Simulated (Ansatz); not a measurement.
# Work function of Cr(100): what the settings cost and change

How far do cutoff, k-mesh and smearing move the work function of Cr(100)?

Program: Ansatz 0.2.0. Level of theory: plane-wave DFT, PBE, Ansatz PAW. Results are calculated unless marked as measured.

Report form: the programs' logs are mostly left out.

**1. Set-up**

The cell holds 7 atoms: 7 Cr. Its edges and angles: a = 2.880 Å, b = 2.880 Å, c = 26.640 Å, α = 90.0°, β = 90.0°, γ = 90.0°. Vacuum lies along c.

**2. Slab, setting cutoff 200 eV**

A work function rests on the faint tail of the density, so the SCF threshold is tight. The cutoff is raised first; then mesh and smearing are varied at the default cutoff.

The input, input.yaml:

```yaml
crystal:
  lattice:
    - [2.88, 0.0, 0.0]
    - [0.0, 2.88, 0.0]
    - [0.0, 0.0, 26.64]
  atoms:
    - { symbol: Cr, position: [0.0, 0.0, 0.3378378378], spin: 2.0 }
    - { symbol: Cr, position: [0.5, 0.5, 0.3918918919], spin: -2.0 }
    - { symbol: Cr, position: [0.0, 0.0, 0.4459459459], spin: 2.0 }
    - { symbol: Cr, position: [0.5, 0.5, 0.5], spin: -2.0 }
    - { symbol: Cr, position: [0.0, 0.0, 0.5540540541], spin: 2.0 }
    - { symbol: Cr, position: [0.5, 0.5, 0.6081081081], spin: -2.0 }
    - { symbol: Cr, position: [0.0, 0.0, 0.6621621622], spin: 2.0 }
magnetization:
  spin_polarized: true
kpoints:
  mp_grid: { grid: [14, 14, 1] }
hamiltonian:
  xc: pbe
scf:
  occupations: { method: fermi_dirac, width: 0.1 }
  convergence: { dr2_threshold: 1.0e-09 }
efield:
  axis: 3
  dipole_correction: true
  ramp_position: 0.97
  ramp_width: 0.06
basis:
  ecutwfc: "200 eV"
output:
  write_potential: true
  write_density: true
  volumetric_format: npy
  elf: true
```

Started as:

```console
$ ansatz run input.yaml --threads 2 --pin off --max-ram 3072MiB --backend cpu --events-out ev --progress --plain --runs-dir out
```

It took 3.2 min on 2 threads of AMD EPYC 7R43, shared host; peak memory 0.65 GiB; 3.7 min of CPU time.

Numbers from this step:

| Property | Result |
| --- | --- |
| energy at zero smearing | -23581.1513 eV |
| total moment | -3.907 μB |
| site moments | -2.708, 1.687, -1.337, 1.385, -1.337, 1.687, -2.708 μB |
| work function, upper face | 4.057 eV |

Running mean over 1.44 Å of the planar mean; the ramp of the sawtooth is left out. The electron's electrostatic potential energy less the Fermi level by z:

```
z (Å)  electron's electrostatic potential energy less the Fermi level (eV)
    4                                                                 3.97
    5                                                                 3.90
    6                                                                 3.76
    7                                                                 3.19
    8                                                                -1.22
    9                                                                -8.63
   10                                                                -9.45
   11                                                                -9.47
   12                                                                -9.37
   13                                                                -9.35
   14                                                                -9.35
   15                                                                -9.40
   16                                                                -9.49
   17                                                                -9.38
   18                                                                -6.72
   19                                                                 1.38
   20                                                                 3.52
   21                                                                 3.83
   22                                                                 3.93
   23                                                                 3.99
```

Site moment by atom:

```
atom  site moment (μB)
 Cr1             -2.71
 Cr2              1.69
 Cr3             -1.34
 Cr4              1.39
 Cr5             -1.34
 Cr6              1.69
 Cr7             -2.71
```

Spin density in the ca plane at fractional y = 0.000, with atoms of Cr within 0.2 Å of it.

Ten even steps from '0' (-3.5 e/Å³) to '9' (0.0 e/Å³), each cell a mean:
```
99999734799998679999986799998635899999999999
99999888999999999999999999999888999999999999
99999999999999999999999999999999999999999999
99999999999999999999999999999999999999999999
99999999999999999999999999999999999999999999
99999999999999999999999999999999999999999999
99999866899998889999988899999757899999999999
99999602799998569999985699998503899999999999
```
Columns run along c (16.0 Å, from fractional 0.25 to 0.85 of the cell), rows up along a (2.9 Å). Atoms in or near the plane, at fractional coordinates: Cr at (0.34, 0.00), Cr at (0.45, 0.00), Cr at (0.55, 0.00), Cr at (0.66, 0.00).

ELF of down spins in the ca plane at fractional y = 0.000, with atoms of Cr within 0.2 Å of it. It is the smooth field of the valence electrons, not physical close to the nuclei.

Values, 5 rows by 16 columns, each cell a mean:
```
0.04 0.22 0.67 0.32 0.30 0.67 0.31 0.35 0.63 0.28 0.41 0.58 0.12 0.01 0.00 0.00
0.04 0.20 0.21 0.33 0.31 0.18 0.37 0.30 0.19 0.35 0.27 0.20 0.16 0.01 0.00 0.00
0.04 0.24 0.33 0.35 0.41 0.36 0.37 0.41 0.38 0.34 0.38 0.33 0.15 0.01 0.00 0.00
0.04 0.19 0.30 0.32 0.28 0.27 0.36 0.28 0.26 0.35 0.28 0.28 0.14 0.01 0.00 0.00
0.04 0.23 0.80 0.31 0.30 0.80 0.27 0.37 0.74 0.24 0.46 0.68 0.11 0.01 0.00 0.00
```
Columns run along c (16.0 Å, from fractional 0.25 to 0.85 of the cell), rows up along a (2.9 Å). Atoms in or near the plane, at fractional coordinates: Cr at (0.34, 0.00), Cr at (0.45, 0.00), Cr at (0.55, 0.00), Cr at (0.66, 0.00).

Electrostatic potential energy in the ca plane at fractional y = 0.000, with atoms of Cr within 0.2 Å of it. With pseudopotentials it is smooth inside the atoms' cores, unlike the true potential.

Ten even steps from '0' (-38 eV) to '9' (9 eV), each cell a mean:
```
99985100279851002798510037985100379999999999
99997422589974225899742268997423689999999999
99998877899998778999987789998877899999999999
99999989999999999999999999999999999999999999
99999888999998889999988899999888999999999999
99998645789986457999864578998645789999999999
99986200379862003899620048986201479999999999
99985000169850001798400027984000279999999999
```
Columns run along c (16.0 Å, from fractional 0.25 to 0.85 of the cell; values clipped at the 3rd and 97th percentile), rows up along a (2.9 Å). Atoms in or near the plane, at fractional coordinates: Cr at (0.34, 0.00), Cr at (0.45, 0.00), Cr at (0.55, 0.00), Cr at (0.66, 0.00).

The work function is 4.057 eV. The program marks this work function as in doubt.

**3. Run**

Changes to input.yaml since step 2:

```diff
@@ -28,3 +28,3 @@
 basis:
-  ecutwfc: "200 eV"
+  ecutwfc: "300 eV"
 output:
@@ -33,2 +33 @@
   volumetric_format: npy
-  elf: true
```

Wall time 3.6 min (2 threads); peak memory 0.92 GiB; 4.8 min of CPU time.

The work function is 3.716 eV, -0.341 eV from the run “cutoff 200 eV”, at 1.3 times its CPU time.

**4. Slab**

Changes to input.yaml since step 3:

```diff
@@ -28,3 +28,3 @@
 basis:
-  ecutwfc: "300 eV"
+  ecutwfc: "420 eV"
 output:
```

Wall time 4.2 min (2 threads); peak memory 1.3 GiB.

The work function is 3.697 eV, -0.361 eV from the run “cutoff 200 eV”, at 1.6 times its CPU time.

**5. Slab**

Changes to input.yaml since step 4:

```diff
@@ -28,3 +28,3 @@
 basis:
-  ecutwfc: "420 eV"
+  ecutwfc: "600 eV"
 output:
```

It took 6.5 min on 2 threads; peak memory 2 GiB; 12 min of CPU time.

The work function is 3.696 eV, -0.000 eV from the run “cutoff 420 eV”, at 1.9 times its CPU time.

**6. Slab**

Changes to input.yaml since step 5:

```diff
@@ -16,3 +16,3 @@
 kpoints:
-  mp_grid: { grid: [14, 14, 1] }
+  mp_grid: { grid: [2, 2, 1] }
 hamiltonian:
@@ -27,4 +27,2 @@
   ramp_width: 0.06
-basis:
-  ecutwfc: "600 eV"
 output:
```

It took 16 s on 2 threads; peak memory 0.58 GiB; 29 s of CPU time.

The work function is 3.964 eV, +0.267 eV from the run “cutoff 420 eV”, at 0.080 times its CPU time.

**7. Run**

Changes to input.yaml since step 6:

```diff
@@ -16,3 +16,3 @@
 kpoints:
-  mp_grid: { grid: [2, 2, 1] }
+  mp_grid: { grid: [5, 5, 1] }
 hamiltonian:
```

It took 39 s on 2 threads; peak memory 0.63 GiB; 64 s of CPU time.

The work function is 3.748 eV, +0.052 eV from the run “cutoff 420 eV”, at 0.18 times its CPU time.

**8. Slab**

Changes to input.yaml since step 7:

```diff
@@ -16,3 +16,3 @@
 kpoints:
-  mp_grid: { grid: [5, 5, 1] }
+  mp_grid: { grid: [9, 9, 1] }
 hamiltonian:
```

It took 1.8 min on 2 threads; peak memory 0.87 GiB.

The work function is 3.708 eV, +0.011 eV from the run “cutoff 420 eV”, at 0.43 times its CPU time.

**9. Run**

Changes to input.yaml since step 8:

```diff
@@ -16,3 +16,3 @@
 kpoints:
-  mp_grid: { grid: [9, 9, 1] }
+  mp_grid: { grid: [21, 21, 1] }
 hamiltonian:
```

Wall time 11 min (2 threads); peak memory 2 GiB; 14 min of CPU time.

The work function is 3.694 eV, -0.003 eV from the run “cutoff 420 eV”, at 2.3 times its CPU time.

**10. Slab**

Changes to input.yaml since step 9:

```diff
@@ -16,3 +16,3 @@
 kpoints:
-  mp_grid: { grid: [21, 21, 1] }
+  mp_grid: { grid: [14, 14, 1] }
 hamiltonian:
@@ -20,3 +20,3 @@
 scf:
-  occupations: { method: fermi_dirac, width: 0.1 }
+  occupations: { method: gaussian, width: 0.05 }
   convergence: { dr2_threshold: 1.0e-09 }
```

The job ended after 8.8 min (2 threads; peak memory 1.3 GiB).

The work function is 3.688 eV, -0.009 eV from the run “cutoff 420 eV”, at 1.3 times its CPU time.

**11. Slab**

Changes to input.yaml since step 10:

```diff
@@ -20,3 +20,3 @@
 scf:
-  occupations: { method: gaussian, width: 0.05 }
+  occupations: { method: methfessel_paxton, width: 0.2 }
   convergence: { dr2_threshold: 1.0e-09 }
```

The job ended after 6.9 min (2 threads; peak memory 1.3 GiB; 7.2 min of CPU time).

The work function is 3.670 eV, -0.027 eV from the run “cutoff 420 eV”, at 1.2 times its CPU time.

**12. Run**

Changes to input.yaml since step 11:

```diff
@@ -20,3 +20,3 @@
 scf:
-  occupations: { method: methfessel_paxton, width: 0.2 }
+  occupations: { method: fermi_dirac, width: 0.3 }
   convergence: { dr2_threshold: 1.0e-09 }
```

Elapsed: 4.9 min, on 2 threads; peak memory 1.4 GiB.

The work function is 3.893 eV, +0.196 eV from the run “cutoff 420 eV”, at 1.2 times its CPU time.

**13. Run**

Changes to input.yaml since step 12:

```diff
@@ -20,3 +20,3 @@
 scf:
-  occupations: { method: fermi_dirac, width: 0.3 }
+  occupations: { method: cold, width: 0.1 }
   convergence: { dr2_threshold: 1.0e-09 }
```

It took 3.9 min on 2 threads; peak memory 1.3 GiB; 6.3 min of CPU time.

The work function is 3.687 eV, -0.009 eV from the run “cutoff 420 eV”, at 1.0 times its CPU time.

**14. Comparing the runs**

Times are for 2 threads of AMD EPYC 7R43, shared host. Results by setting:

```
no.                            setting  work function, upper face (eV)     time  memory (GiB)
  1                      cutoff 200 eV                           4.057  3.2 min          0.65
  2                      cutoff 300 eV                           3.716  3.6 min          0.92
  3                      cutoff 420 eV                           3.697  4.2 min           1.3
  4                      cutoff 600 eV                           3.696  6.5 min           2.0
  5                           mesh 2x2                           3.964     16 s          0.58
  6                           mesh 5x5                           3.748     39 s          0.63
  7                           mesh 9x9                           3.708  1.8 min          0.87
  8                         mesh 21x21                           3.694   11 min           2.0
  9          Gaussian smearing 0.05 eV                           3.688  8.8 min           1.3
 10  methfessel_paxton smearing 0.2 eV                           3.670  6.9 min           1.3
 11        fermi_dirac smearing 0.3 eV                           3.893  4.9 min           1.4
 12               cold smearing 0.1 eV                           3.687  3.9 min           1.3
```

**15. Varying the input**

An input spoilt on purpose, to show how the run answers: it repeats the earlier run “cutoff 200 eV” with efield.ramp_position from 0.97 to 0.475, and scf.max_iter set to 60; its output block differs too.

Changes to input.yaml since step 13:

```diff
@@ -20,4 +20,5 @@
 scf:
-  occupations: { method: cold, width: 0.1 }
+  occupations: { method: fermi_dirac, width: 0.1 }
   convergence: { dr2_threshold: 1.0e-09 }
+  max_iter: 60
 efield:
@@ -25,4 +26,6 @@
   dipole_correction: true
-  ramp_position: 0.97
+  ramp_position: 0.475
   ramp_width: 0.06
+basis:
+  ecutwfc: "200 eV"
 output:
```

It took 0.55 s on 2 threads; peak memory 0.33 GiB.

The program refused the input before any cycle.

The program's message: “Error: efield: ion 3 (Cr) at fractional coordinate 0.5000 along the field axis lies inside the sawtooth ramp with 2 of the planes that the density is read on at each end, [0.4590, 0.5510] — the ramp m …”

The fault put into the input: the ramp among the atoms.

**16. Summary of results**

```json
{"work function, cutoff 200 eV": "4.057 eV", "work function, cutoff 420 eV": "3.697 eV", "work function, cutoff 600 eV": "3.696 eV", "work function, methfessel_paxton smearing 0.2 eV": "3.670 eV"}
```

What this shows: The run at the highest cutoff gives 3.70 eV, and the settings tried spread the value from 3.67 to 4.06 eV. Against 600 eV, a cutoff of 200 eV is off by +0.361 eV. Against 600 eV, a cutoff of 420 eV is off by +0.000 eV. Against the finest mesh, 21 points along a, the coarser ones are off by +0.27 (2), +0.05 (5) and +0.01 (9) eV. The smearing schemes and widths spread it over 0.22 eV. The program marks the value as in doubt in “cutoff 200 eV”. The ladder's slabs use the tabulated experimental lattice constant (two decimals; a low-temperature value for the alkali metals). This open face is not relaxed here, and relaxation moves such faces by up to a few tenths of an eV. The magnetic order is the one reached from the typed start; other orders were not compared. In 1 run of the series (cutoff 200 eV) the program warns that electrons reach the sawtooth's ramp, which makes dipole and work function less sure.

[Logs are printed without paths, hosts, clocks, repeated set-up lines and the standing remarks that a program may print on its own settings, such as how far it seeks lower states.]

[Hosts, paths, dates, database ids (printed as entryN), source tags and the programs' standing remarks are cut or masked in the printed files.]

[Maps of the electrostatic potential energy from Ansatz leave out the sawtooth potential of an applied field or a dipole correction, so their vacuum need not be flat; planar profiles and work functions include it.]
